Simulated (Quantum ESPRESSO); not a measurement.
# Voltage at the next charge: Na(110), 5 layers against an electrode

**Set-up.** Quantum ESPRESSO 7.5, PBE, GBRV ultrasoft; ESM with bc3, a metal electrode 6.07 Å above the top atoms; cell area 12.652 Å²; ions fixed. V is the potential energy of an electron at the electrode over the slab's Fermi level, divided by e, so that it equals the work function at zero charge; positive charge removes electrons.

| charge (e a cell) | V (V) |
| --- | --- |
| 0 | 2.809 |
| 0.019 | 3.864 |
| 0.038 | 4.972 |

**Question.** What is V at a charge of 0.0759 e, and what capacitance do the rows imply?

By hand: The last two rows give dV/dq = (4.972 − 3.864)/(0.038 − 0.019) = 58.3 V/e, so C = 1602/(12.652 × 58.3) = 2.17 µF/cm², an effective gap of 8.854/2.17 = 4.08 Å. At constant C, V = 4.972 + 58.3 × 0.0379 = 7.18 V.

**Check.** V = 7.313 V; the estimate misses by −0.13 V, 5.6 % of the step. Over the three intervals C goes 2.28, 2.17 and 2.05 µF/cm²: it falls as electrons leave, the surface charge drawing back towards the atoms.

**Limits.** Vacuum fills the gap; a dielectric or electrolyte would change C. The slab is thin.
